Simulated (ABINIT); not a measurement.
## RbSnH3 (Pm-3m): zone-centre phonons

Which modes does RbSnH3 (Pm-3m) have at the zone centre?

Program: ABINIT 10.8.3. Level of theory: DFT LDA, scalar-relativistic, plane waves, PseudoDojo norm-conserving pseudopotentials. Results are calculated unless marked as measured.

The structure was built from a prototype and need not be the compound's stable phase.

### 1. Starting point

It takes space group Pm-3m (No. 221, cubic). Conventional cell: a = 4.520 Å, b = 4.520 Å, c = 4.520 Å, α = 90.00°, β = 90.00°, γ = 90.00°. Nearest to Rb lie 12 H at 3.20 Å. Nearest to Sn lie 6 H at 2.26 Å. Nearest to H lie 2 Sn at 2.26 Å and 4 Rb at 3.20 Å and 8 H at 3.20 Å. Farther neighbours are not listed.

### 2. A first look

A first run with smearing and empty bands tells whether the crystal has a gap, which decides between fixed occupations and smearing later on.

File probe.abi:

```
# ground state
tolvrs 1.0d-08
prtden 1
prtwf 1

# basis, mesh and filling
ecut 32.0
ngkpt 4 4 4
nshiftk 1
shiftk 0.0 0.0 0.0
istwfk *1
occopt 7
tsmear 0.005
nband 20
nstep 100
diemac 9.0
prtebands 0
prtgsr 0

# cell and atoms
acell 8.541940028 8.541940028 8.541940028
rprim 
    1.0 0.0 0.0
    0.0 1.0 0.0
    0.0 0.0 1.0
ntypat 3
znucl 37 50 1
natom 5
typat 1 2 3 3 3
xred 
    0.0 0.0 0.0
    0.5 0.5 0.5
    0.5 0.5 0.0
    0.5 0.0 0.5
    0.0 0.5 0.5
pp_dirpath "./pseudo"
pseudos "Rb.upf, Sn.upf, H.upf"
```

Started as:

```console
> OMP_NUM_THREADS=1 mpirun -n 4 abinit probe.abi > probe.log
```

Numbers of over 12 decimals in the logs are rounded to 6 here.

probe.abo, the main output file:

```text
[banners, grids, parts of the stress and lines that vanish by symmetry left out]
- input  file    -> probe.abi
- output file    -> probe.abo
- root for input  files -> probei
[...]
Symmetries : space group Pm -3 m (#221); Bravais cP (primitive cubic)
[...]
mpw =        5449          nfft =       91125          nkpt =          10
[...]
== DATASET  1 ==================================================================
[...]
cutoff_energies: {ecut:  32.0, pawecutdg:  -1.0, }
[...]
ETOT  1  -106.84732537359    -1.068E+02 3.211E-01 7.705E+01
 ETOT  2  -107.38148662589    -5.342E-01 4.879E-03 3.671E+01
 ETOT  3  -107.38490406643    -3.417E-03 2.764E-03 5.519E+00
 ETOT  4  -107.38522716068    -3.231E-04 2.324E-03 7.092E-02
 ETOT  5  -107.38523437060    -7.210E-06 8.620E-04 3.229E-03
[...]
ETOT  9  -107.38523455995    -1.378E-12 2.858E-04 8.360E-08
 ETOT 10  -107.38523455995    -8.328E-12 4.816E-04 8.000E-12
 At SCF step   10       vres2   =  8.00E-12 < tolvrs=  1.00E-08 =>converged.
[...]
sigma(1 1)=  1.41090294E-04  sigma(3 2)=  0.00000000E+00
  sigma(2 2)=  1.41090294E-04  sigma(3 1)=  0.00000000E+00
  sigma(3 3)=  1.41090294E-04  sigma(2 1)=  0.00000000E+00
[...]
convergence: {deltae: -8.328E-12, res2:  8.000E-12, residm:  4.816E-04, diffor: null, }
etotal    :  -1.07385235E+02
[...]
sigma(1 1)=  1.41090294E-04  sigma(3 2)=  0.00000000E+00
  sigma(2 2)=  1.41090294E-04  sigma(3 1)=  0.00000000E+00
  sigma(3 3)=  1.41090294E-04  sigma(2 1)=  0.00000000E+00
[...]
- sigma(1 1)=  4.15101976E+00  sigma(3 2)=  0.00000000E+00
- sigma(2 2)=  4.15101976E+00  sigma(3 1)=  0.00000000E+00
- sigma(3 3)=  4.15101976E+00  sigma(2 1)=  0.00000000E+00
[...]
fcart     -0.0000000000E+00 -0.0000000000E+00 -0.0000000000E+00
           strten      1.4109029381E-04  1.4109029381E-04  1.4109029381E-04
================================================================================

[key lines of the parts left out:]
pressure_GPa:  -4.1510E+00
```

It took 13 s on 4 MPI ranks of Arm Neoverse V2, shared host; 51 s of CPU time.

This step gave:

```
volume per atom   : 18.47 Å³
pressure          : -4.151 GPa
gap on the k-mesh : 0 eV
```

No gap opens on this mesh, so smearing is kept; the printed pressure holds the stress of the finite basis too.

### 3. Rough relaxation

The typed start is rough, so a first relaxation with smearing and loose thresholds takes it towards rest cheaply.

File prerelax.abi:

```
# relaxation
ionmov 2
optcell 2
dilatmx 1.15
chkdilatmx 0
ntime 40
tolmxf 3.0d-04
tolvrs 1.0d-10
prtwf 0
prtden 0
chksymtnons 0

# basis, mesh and filling
ecut 32.0
ecutsm 3.0
ngkpt 4 4 4
nshiftk 1
shiftk 0.0 0.0 0.0
istwfk *1
occopt 7
tsmear 0.005
nband 20
nstep 100
diemac 1000000.0
prtebands 0
prtgsr 0

# cell and atoms
acell 8.541940028 8.541940028 8.541940028
rprim 
    1.0 0.0 0.0
    0.0 1.0 0.0
    0.0 0.0 1.0
ntypat 3
znucl 37 50 1
natom 5
typat 1 2 3 3 3
xred 
    0.0 0.0 0.0
    0.5 0.5 0.5
    0.5 0.5 0.0
    0.5 0.0 0.5
    0.0 0.5 0.5
pp_dirpath "./pseudo"
pseudos "Rb.upf, Sn.upf, H.upf"
```

Started as:

```console
> OMP_NUM_THREADS=1 mpirun -n 4 abinit prerelax.abi > prerelax.log
```

prerelax.abo, the main output file:

```text
[banners, grids, parts of the stress and lines that vanish by symmetry left out]
- input  file    -> prerelax.abi
- output file    -> prerelax.abo
- root for input  files -> prerelaxi
[...]
Symmetries : space group Pm -3 m (#221); Bravais cP (primitive cubic)
[...]
mpw =        8219          nfft =      157464          nkpt =          10
[...]
== DATASET  1 ==================================================================
[...]
cutoff_energies: {ecut:  32.0, pawecutdg:  -1.0, }
[...]
ETOT  1  -106.85756094505    -1.069E+02 3.404E-01 1.420E+02
 ETOT  2  -107.38073605254    -5.232E-01 5.359E-03 6.555E+01
 ETOT  3  -107.38370813731    -2.972E-03 3.483E-03 1.274E+01
 ETOT  4  -107.38412380362    -4.157E-04 2.134E-03 6.935E-02
 ETOT  5  -107.38412940800    -5.604E-06 5.880E-04 1.353E-02
[...]
At SCF step   10       vres2   =  1.30E-11 < tolvrs=  1.00E-10 =>converged.
[...]
ETOT  9  -107.39039976780     5.983E-12 9.088E-05 7.293E-12
 At SCF step    9       vres2   =  7.29E-12 < tolvrs=  1.00E-10 =>converged.
[...]
sigma(1 1)=  4.35661796E-08  sigma(3 2)=  0.00000000E+00
  sigma(2 2)=  4.35661796E-08  sigma(3 1)=  0.00000000E+00
  sigma(3 3)=  4.35661796E-08  sigma(2 1)=  0.00000000E+00
[...]
convergence: {deltae:  5.983E-12, res2:  7.293E-12, residm:  9.088E-05, diffor: null, }
etotal    :  -1.07390400E+02
[...]
At Broyd/MD step   5, gradients are converged :
[...]
sigma(1 1)=  4.35661796E-08  sigma(3 2)=  0.00000000E+00
  sigma(2 2)=  4.35661796E-08  sigma(3 1)=  0.00000000E+00
  sigma(3 3)=  4.35661796E-08  sigma(2 1)=  0.00000000E+00
[...]
- sigma(1 1)=  1.28176126E-03  sigma(3 2)=  0.00000000E+00
- sigma(2 2)=  1.28176126E-03  sigma(3 1)=  0.00000000E+00
- sigma(3 3)=  1.28176126E-03  sigma(2 1)=  0.00000000E+00
[...]
fcart     -0.0000000000E+00 -0.0000000000E+00 -0.0000000000E+00
           strten      4.3566179606E-08  4.3566179608E-08  4.3566179607E-08
================================================================================

[key lines of the parts left out:]
pressure_GPa:  -1.2818E-03
Total energy (etotal) [Ha]= -1.07390399767801E+02
```

The job ended after 83 s (4 MPI ranks).

Relaxation path:

```
step  energy less that of the first step (eV)  largest force (eV/Å)  volume (Å³)
   1                                   0.0000                0.0000        92.36
   2                                  -0.0237                0.0000        91.31
   3                                  -0.1178                0.0000        73.90
   4                                  -0.1699                0.0000        80.56
   5                                  -0.1706                0.0000        79.83
```

```csv
"conventional cell, symmetrised",before,after,change
a (Å),4.520,4.306,-4.7 %
b (Å),4.520,4.306,-4.7 %
c (Å),4.520,4.306,-4.7 %
volume (Å³/atom),18.47,15.97,-13.6 %
```

Final coordinates:

```cif
data_structure
_symmetry_space_group_name_H-M 'P 1'
_symmetry_Int_Tables_number 1
_cell_length_a 4.3058
_cell_length_b 4.3058
_cell_length_c 4.3058
_cell_angle_alpha 90.000
_cell_angle_beta 90.000
_cell_angle_gamma 90.000
_cell_volume 79.83
loop_
_atom_site_label
_atom_site_type_symbol
_atom_site_fract_x
_atom_site_fract_y
_atom_site_fract_z
_atom_site_occupancy
Rb1 Rb 0.00000 0.00000 0.00000 1
Sn2 Sn 0.50000 0.50000 0.50000 1
H3 H 0.50000 0.50000 0.00000 1
H4 H 0.50000 0.00000 0.50000 1
H5 H 0.00000 0.50000 0.50000 1
```

Numbers from this step:

```yaml
volume_per_atom: 15.97 Å³
pressure: -0.001282 GPa
```

The volume changes by -13.6 % in this run and stands -13.6 % from the first cell.

### 4. Rough relaxation

The cell changed much, so the rough relaxation is repeated on a basis made for the new cell.

Changes to prerelax.abi since step 3:

```diff
@@ -28,3 +28,3 @@
 # cell and atoms
-acell 8.541940028 8.541940028 8.541940028
+acell 8.136788721 8.136788721 8.136788721
 rprim
```

prerelax.abo, the main output file:

```text
[banners, grids, parts of the stress and lines that vanish by symmetry left out]
- input  file    -> prerelax.abi
- output file    -> prerelax.abo
- root for input  files -> prerelaxi
[...]
Symmetries : space group Pm -3 m (#221); Bravais cP (primitive cubic)
[...]
mpw =        7120          nfft =      110592          nkpt =          10
[...]
== DATASET  1 ==================================================================
[...]
cutoff_energies: {ecut:  32.0, pawecutdg:  -1.0, }
[...]
ETOT  1  -106.99543771697    -1.070E+02 3.682E-01 9.903E+01
 ETOT  2  -107.38836732540    -3.929E-01 1.045E-02 2.979E+01
 ETOT  3  -107.39019568100    -1.828E-03 3.151E-03 3.561E+00
 ETOT  4  -107.39038239578    -1.867E-04 1.407E-03 2.092E-01
 ETOT  5  -107.39039917687    -1.678E-05 1.170E-03 5.622E-03
[...]
ETOT  9  -107.39039976715    -7.716E-12 1.413E-04 1.215E-09
 ETOT 10  -107.39039976715     1.421E-14 3.269E-04 3.130E-13
 At SCF step   10       vres2   =  3.13E-13 < tolvrs=  1.00E-10 =>converged.
[...]
sigma(1 1)=  4.36261809E-08  sigma(3 2)=  0.00000000E+00
  sigma(2 2)=  4.36261809E-08  sigma(3 1)=  0.00000000E+00
  sigma(3 3)=  4.36261809E-08  sigma(2 1)=  0.00000000E+00
[...]
convergence: {deltae:  1.421E-14, res2:  3.130E-13, residm:  3.269E-04, diffor: null, }
etotal    :  -1.07390400E+02
[...]
At Broyd/MD step   1, gradients are converged :
[...]
sigma(1 1)=  4.36261809E-08  sigma(3 2)=  0.00000000E+00
  sigma(2 2)=  4.36261809E-08  sigma(3 1)=  0.00000000E+00
  sigma(3 3)=  4.36261809E-08  sigma(2 1)=  0.00000000E+00
[...]
- sigma(1 1)=  1.28352656E-03  sigma(3 2)=  0.00000000E+00
- sigma(2 2)=  1.28352656E-03  sigma(3 1)=  0.00000000E+00
- sigma(3 3)=  1.28352656E-03  sigma(2 1)=  0.00000000E+00
[...]
fcart     -0.0000000000E+00 -0.0000000000E+00 -0.0000000000E+00
           strten      4.3626180917E-08  4.3626180917E-08  4.3626180920E-08
================================================================================

[key lines of the parts left out:]
pressure_GPa:  -1.2835E-03
Total energy (etotal) [Ha]= -1.07390399767153E+02
```

The job ended after 14 s (4 MPI ranks).

Little changed from the start: no atom moved by 0.005 Å and no cell edge by 0.1 %.

Read from the output:

| Item | Value |
| --- | --- |
| pressure | -0.001284 GPa |

The volume changes by +0.0 % in this run and stands -13.6 % from the first cell.

### 5. Relaxing the cell and atoms

The harmonic expansion needs vanishing forces, and a free crystal bears no stress, so cell and atoms are brought to rest. Stress is more sensitive to the basis than forces are: the last 3 Ha under the cutoff are smoothed with ecutsm, and the cutoff is raised above that of the later runs.

relax.abi, as its differences from prerelax.abi of step 4:

```diff
@@ -3,7 +3,6 @@
 optcell 2
-dilatmx 1.15
-chkdilatmx 0
+dilatmx 1.08
 ntime 40
-tolmxf 3.0d-04
-tolvrs 1.0d-10
+tolmxf 1.0d-05
+tolvrs 1.0d-14
 prtwf 0
@@ -13,5 +12,5 @@
 # basis, mesh and filling
-ecut 32.0
+ecut 40.0
 ecutsm 3.0
-ngkpt 4 4 4
+ngkpt 6 6 6
 nshiftk 1
@@ -20,3 +19,3 @@
 occopt 7
-tsmear 0.005
+tsmear 0.01
 nband 20
```

Started as:

```console
> OMP_NUM_THREADS=1 mpirun -n 4 abinit relax.abi > relax.log
```

relax.abo, the main output file:

```text
[banners, grids, parts of the stress and lines that vanish by symmetry left out]
- input  file    -> relax.abi
- output file    -> relax.abo
- root for input  files -> relaxi
[...]
Symmetries : space group Pm -3 m (#221); Bravais cP (primitive cubic)
[...]
mpw =        8226          nfft =      157464          nkpt =          20
[...]
== DATASET  1 ==================================================================
[...]
cutoff_energies: {ecut:  40.0, pawecutdg:  -1.0, }
[...]
ETOT  1  -106.95963802472    -1.070E+02 4.778E-01 1.433E+02
 ETOT  2  -107.40008002276    -4.404E-01 8.513E-03 5.351E+01
 ETOT  3  -107.40246239079    -2.382E-03 2.593E-03 8.871E+00
 ETOT  4  -107.40273212449    -2.697E-04 1.875E-03 6.518E-02
 ETOT  5  -107.40273833431    -6.210E-06 5.363E-04 6.838E-03
[...]
At SCF step   12       vres2   =  1.24E-15 < tolvrs=  1.00E-14 =>converged.
[...]
sigma(1 1)=  1.65077892E-05  sigma(3 2)=  0.00000000E+00
  sigma(2 2)=  1.65077892E-05  sigma(3 1)=  0.00000000E+00
  sigma(3 3)=  1.65077892E-05  sigma(2 1)=  0.00000000E+00
[...]
convergence: {deltae:  5.826E-13, res2:  1.236E-15, residm:  3.227E-04, diffor: null, }
etotal    :  -1.07402739E+02
[...]
ETOT  1  -107.40271891055    -1.074E+02 1.132E-02 5.089E-01
[...]
At SCF step   11       vres2   =  3.09E-17 < tolvrs=  1.00E-14 =>converged.
[...]
sigma(1 1)=  1.48990181E-05  sigma(3 2)=  0.00000000E+00
  sigma(2 2)=  1.48990181E-05  sigma(3 1)=  0.00000000E+00
  sigma(3 3)=  1.48990181E-05  sigma(2 1)=  0.00000000E+00
[...]
convergence: {deltae:  8.527E-13, res2:  3.091E-17, residm:  4.717E-05, diffor: null, }
etotal    :  -1.07402751E+02
[...]
ETOT  1  -107.40011347250    -1.074E+02 3.421E-01 4.221E+01
[...]
At SCF step   11       vres2   =  2.21E-15 < tolvrs=  1.00E-14 =>converged.
[...]
sigma(1 1)= -2.12815552E-07  sigma(3 2)=  0.00000000E+00
  sigma(2 2)= -2.12815552E-07  sigma(3 1)=  0.00000000E+00
  sigma(3 3)= -2.12815552E-07  sigma(2 1)=  0.00000000E+00
[...]
convergence: {deltae:  1.108E-12, res2:  2.206E-15, residm:  4.864E-06, diffor: null, }
etotal    :  -1.07402805E+02
[...]
ETOT  1  -107.40280484746    -1.074E+02 3.389E-06 8.240E-03
[...]
ETOT  8  -107.40280537021    -6.963E-13 2.260E-06 4.530E-13
 ETOT  9  -107.40280537021     3.837E-12 6.614E-06 8.811E-15
 At SCF step    9       vres2   =  8.81E-15 < tolvrs=  1.00E-14 =>converged.
[...]
sigma(1 1)=  2.59527001E-09  sigma(3 2)=  0.00000000E+00
  sigma(2 2)=  2.59527001E-09  sigma(3 1)=  0.00000000E+00
  sigma(3 3)=  2.59527001E-09  sigma(2 1)=  0.00000000E+00
[...]
convergence: {deltae:  3.837E-12, res2:  8.811E-15, residm:  6.614E-06, diffor: null, }
etotal    :  -1.07402805E+02
[...]
At Broyd/MD step   4, gradients are converged :
[...]
sigma(1 1)=  2.59527001E-09  sigma(3 2)=  0.00000000E+00
  sigma(2 2)=  2.59527001E-09  sigma(3 1)=  0.00000000E+00
  sigma(3 3)=  2.59527001E-09  sigma(2 1)=  0.00000000E+00
[...]
- sigma(1 1)=  7.63554798E-05  sigma(3 2)=  0.00000000E+00
- sigma(2 2)=  7.63554800E-05  sigma(3 1)=  0.00000000E+00
- sigma(3 3)=  7.63554800E-05  sigma(2 1)=  0.00000000E+00
[...]
fcart     -0.0000000000E+00 -0.0000000000E+00 -0.0000000000E+00
           strten      2.5952700093E-09  2.5952700145E-09  2.5952700145E-09
================================================================================

[key lines of the parts left out:]
pressure_GPa:  -7.6355E-05
Total energy (etotal) [Ha]= -1.07402805370210E+02
```

Wall time 1.9 min (4 MPI ranks).

The steps of the relaxation:

```csv
step,energy less that of the first step (eV),largest force (eV/Å),volume (Å³)
1,0.0000,0.0000,79.83
2,-0.0003,0.0000,79.71
3,-0.0018,0.0000,78.63
4,-0.0018,0.0000,78.65
```

```
conventional cell, symmetrised  before  after  change
                         a (Å)   4.306  4.284  -0.5 %
                         b (Å)   4.306  4.284  -0.5 %
                         c (Å)   4.306  4.284  -0.5 %
              volume (Å³/atom)   15.97  15.73  -1.5 %
```

Read from the output:

| Quantity | Value |
| --- | --- |
| volume per atom | 15.73 Å³ |
| pressure | -7.64e-5 GPa |

The volume changes by -1.5 % in this run and stands -14.8 % from the first cell.

### 6. Ground state

The response is built on these wavefunctions, so the potential is converged far more tightly than an energy would need. Smearing stays on, as the first look found no gap above 0.3 eV.

File gs.abi:

```
# ground state
tolvrs 1.0d-16
prtden 1
prtwf 1

# basis, mesh and filling
ecut 32.0
ngkpt 6 6 6
nshiftk 1
shiftk 0.0 0.0 0.0
istwfk *1
occopt 7
tsmear 0.01
nband 20
nstep 100
diemac 1000000.0
prtebands 0
prtgsr 0

# cell and atoms
acell 8.096512086 8.096512086 8.096512086
rprim 
    1.0 0.0 0.0
    0.0 1.0 0.0
    0.0 0.0 1.0
ntypat 3
znucl 37 50 1
natom 5
typat 1 2 3 3 3
xred 
    0.0 0.0 0.0
    0.5 0.5 0.5
    0.5 0.5 0.0
    0.5 0.0 0.5
    0.0 0.5 0.5
pp_dirpath "./pseudo"
pseudos "Rb.upf, Sn.upf, H.upf"
```

Started as:

```console
> OMP_NUM_THREADS=1 mpirun -n 4 abinit gs.abi > gs.log
```

gs.abo, the main output file:

```text
[banners, grids, parts of the stress and lines that vanish by symmetry left out]
- input  file    -> gs.abi
- output file    -> gs.abo
- root for input  files -> gsi
[...]
Symmetries : space group Pm -3 m (#221); Bravais cP (primitive cubic)
[...]
mpw =        4636          nfft =       91125          nkpt =          20
[...]
== DATASET  1 ==================================================================
[...]
cutoff_energies: {ecut:  32.0, pawecutdg:  -1.0, }
[...]
ETOT  1  -106.92688786998    -1.069E+02 4.502E-01 8.030E+01
 ETOT  2  -107.39997370167    -4.731E-01 1.632E-02 3.373E+01
 ETOT  3  -107.40197652532    -2.003E-03 3.587E-03 4.873E+00
 ETOT  4  -107.40223547104    -2.589E-04 3.658E-03 1.224E-02
 ETOT  5  -107.40223703109    -1.560E-06 9.091E-04 2.684E-03
[...]
ETOT 12  -107.40223722901    -3.752E-12 2.633E-04 2.307E-16
 ETOT 13  -107.40223722900     6.438E-12 9.763E-05 5.447E-18
 At SCF step   13       vres2   =  5.45E-18 < tolvrs=  1.00E-16 =>converged.
[...]
sigma(1 1)=  1.76068653E-05  sigma(3 2)=  0.00000000E+00
  sigma(2 2)=  1.76068653E-05  sigma(3 1)=  0.00000000E+00
  sigma(3 3)=  1.76068653E-05  sigma(2 1)=  0.00000000E+00
[...]
convergence: {deltae:  6.438E-12, res2:  5.447E-18, residm:  9.763E-05, diffor: null, }
etotal    :  -1.07402237E+02
[...]
sigma(1 1)=  1.76068653E-05  sigma(3 2)=  0.00000000E+00
  sigma(2 2)=  1.76068653E-05  sigma(3 1)=  0.00000000E+00
  sigma(3 3)=  1.76068653E-05  sigma(2 1)=  0.00000000E+00
[...]
- sigma(1 1)=  5.18011862E-01  sigma(3 2)=  0.00000000E+00
- sigma(2 2)=  5.18011862E-01  sigma(3 1)=  0.00000000E+00
- sigma(3 3)=  5.18011862E-01  sigma(2 1)=  0.00000000E+00
[...]
fcart     -0.0000000000E+00 -0.0000000000E+00 -0.0000000000E+00
           strten      1.7606865333E-05  1.7606865333E-05  1.7606865333E-05
================================================================================

[key lines of the parts left out:]
pressure_GPa:  -5.1801E-01
```

Run time: 22 s. Hardware: 4 MPI ranks; 87 s of CPU time.

Read from the output:

| Quantity | Value |
| --- | --- |
| pressure | -0.5180 GPa |

The cell stands at -0.52 GPa: the relaxation ran with a smoothed and higher cutoff, and the difference is a stress of the finite basis.

(Part 1 of 4 ends here.)

[Host names and launcher messages were left out of these logs when they were recorded.]

[Logs are printed without paths, hosts, clocks, repeated set-up lines and the standing remarks that a program may print on its own settings, such as how far it seeks lower states.]

[Hosts, paths, dates, database ids (printed as entryN), source tags and the programs' standing remarks are cut or masked in the printed files.]
